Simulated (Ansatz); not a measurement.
# Elastic response of a frame of glassy nearly rigid 58SiO2-7Al2O3-4FeO-16MgO-13CaO-2Na2O (mol %) from 1700 K (126 atoms): runs compared

Aim: relax a frame of glassy nearly rigid 58SiO2-7Al2O3-4FeO-16MgO-13CaO-2Na2O (mol %) from 1700 K (126 atoms), then change its volume to read the bulk modulus from the stress.

Computed with Ansatz 0.2.0: Kohn-Sham DFT, RPBE, PAW (set soft_2), plane waves.

## Step 1: The cell as built

The cell holds 126 atoms: 26 Si, 6 Al, 2 Fe, 7 Mg, 6 Ca, 2 Na and 77 O. Its edges and angles: a = 12.005 Å, b = 12.005 Å, c = 12.005 Å, α = 90.0°, β = 90.0°, γ = 90.0°. 126 atoms (26 Si, 6 Al, 2 Fe, 7 Mg, 6 Ca, 2 Na, 77 O) placed at random at 2.58 g/cm³, melted at 3000 K for 20 ps at fixed volume with the Buckingham and Coulomb pair potential of Guillot and Sator (Geochim. Cosmochim. Acta 71, 1249 (2007)) with the boron terms of Wang et al. (J. Non-Cryst. Solids 498, 294 (2018)). Snapshot at the end of a hold of 10 ps at 1700 K and fixed volume.

What the set-up can't give: The starting topology of bonds comes from the classical model, and needn't be the one that DFT or experiment would give. Without a Hubbard term or exact exchange, open shells on Fe are likely too delocalised. Only the Γ point is sampled.

## Step 2: The reference run

The reference is a single point at the end of the relaxation.

Every strained cell starts from the geometry of this run, and its atoms are relaxed with the cell held.

Its input, with most atom lines left out:

```yaml
crystal:
  lattice:
    - [12.2109, 0.40525, 0.15338]
    - [0.40525, 12.20802, 0.08756]
    - [0.15338, 0.08756, 12.19076]
  atoms:
    - { symbol: Si, position: [0.69554, 0.9537, 0.42778] }
    - { symbol: Si, position: [0.38438, 0.94304, 0.05809] }
    - { symbol: Si, position: [0.69432, 0.48866, 0.57658] }
    - { symbol: Si, position: [0.44612, 0.83045, 0.66113] }
    - { symbol: Si, position: [0.34499, 0.33795, 0.16265] }
    - { symbol: Si, position: [0.10134, 0.52472, 0.53723] }
    - { symbol: Si, position: [0.01306, 0.09487, 0.66902] }
    [... atom lines 8 to 126 left out ...]
magnetization:
  spin_polarized: true
kpoints:
  mp_grid: { grid: [1, 1, 1] }
hamiltonian:
  xc: rpbe
scf:
  occupations: { method: gaussian, width: 0.05 }
  lower_state_search: "off"
output:
  forces: true
  stress: true
  populations: true
  dos:
    method: { smearing: { sigma: 0.08 } }
    de: 0.1
    projected: { site_lists: { Al: [Al], Ca: [Ca], Fe: [Fe], Mg: [Mg], Na: [Na] } }
  eigenvalues: true
  write_density: true
  write_potential: true
  volumetric_format: npy
  elf: true
```

| Quantity | Value |
| --- | --- |
| free energy per atom | -795.1639 eV/atom |
| r.m.s. force component | 0.00611 eV/Å |
| pressure | 0.009853 GPa |
| total moment | -8 μB |

Filled and empty levels are parted by 0.494 eV (at Γ alone); a semilocal functional tends to put such gaps too low. In a disordered cell it changes from sample to sample, and tail or defect levels can set it.

## Step 3: The runs

Each row is one run, on 4 threads of Arm Neoverse V2, shared host. The free energy is the program's total, comparable only between runs with the same functional, potentials and atoms.

| run | atoms | outcome | ionic steps, all passes | free energy (eV) | time | host memory (GiB) |
| --- | --- | --- | --- | --- | --- | --- |
| Single point at the start | 126 | converged | - | -100155.615 | 2 min | 4.4 |
| Cell and atoms relaxed | 126 | converged | 31 | -100190.655 | 31 min | 4.8 |
| Single point at the relaxed geometry | 126 | converged | - | -100190.655 | 2.3 min | 4.8 |
| Volume -3 % | 126 | converged | 7 | -100190.387 | 7.4 min | 4.6 |
| Volume +3 % | 126 | converged | 8 | -100190.420 | 9.2 min | 5.0 |
| Volume -6 % | 126 | converged | 12 | -100189.572 | 12 min | 4.5 |
| Volume +6 % | 126 | converged | 8 | -100189.722 | 9.7 min | 5.1 |
| Volume -10 % | 126 | cut at the time limit | 12 | -100187.581 | 16 min | 4.3 |

In some runs the program notes that the SCF threshold is loose for the stress.

## Step 4: Pressure against volume

Atoms are relaxed at each volume, in the scaled cell.

| volume change (%) | volume (Å³/atom) | energy change (meV/atom) | pressure (GPa) | largest move on relaxing (Å) | bonds | gap (eV) |
| --- | --- | --- | --- | --- | --- | --- |
| -6 | 13.540 | 8.60 | 3.24 | 0.33 | 204 | 0.347 |
| -3 | 13.972 | 2.13 | 1.58 | 0.13 | 200 | 0.412 |
| +0 | 14.404 | 0.00 | 0.01 | - | 197 | 0.494 |
| +3 | 14.836 | 1.87 | -1.39 | 0.17 | 197 | 0.555 |
| +6 | 15.268 | 7.41 | -2.70 | 0.32 | 193 | 0.614 |

## Step 5: What came out

The bulk modulus, from the slope of pressure against ln V over the three points nearest the relaxed volume, is 49.4 GPa; a quadratic over all points gives a pressure derivative of about 1.8. The count of bonds runs from 193 to 204 over the series, so at some points contacts cross the cutoffs. The gap goes from 0.347 eV at the smallest volume to 0.614 eV at the largest, +2.3 eV per unit of ln V by a straight line, on the run's k-points.

**Limits.** Strains are finite and relaxations stop at the force tolerance of the input, which can leave moduli too stiff; they are those of a static cell at zero temperature. Volumes are changed with the cell's shape held, so in an anisotropic solid the modulus lies over the one under free hydrostatic load. The program notes that the SCF threshold of the relaxations is loose for the stress. In the spin-polarised runs the search for a state of lower energy was switched off. The run was spin polarised, started with 2 parallel moments, ending at -8.0 μB in the cell; that starting order needn't be the real material's, and it bears on forces, charges and levels. With open d shells in the cell, the gap can be one between d levels of these ions, not the gap of the host.

The DFT runs together took 90 min of wall time.

[Logs are printed without paths, hosts, clocks, repeated set-up lines and the standing remarks that a program may print on its own settings, such as how far it seeks lower states.]

[Hosts, paths, dates, database ids (printed as entryN), source tags and the programs' standing remarks are cut or masked in the printed files.]
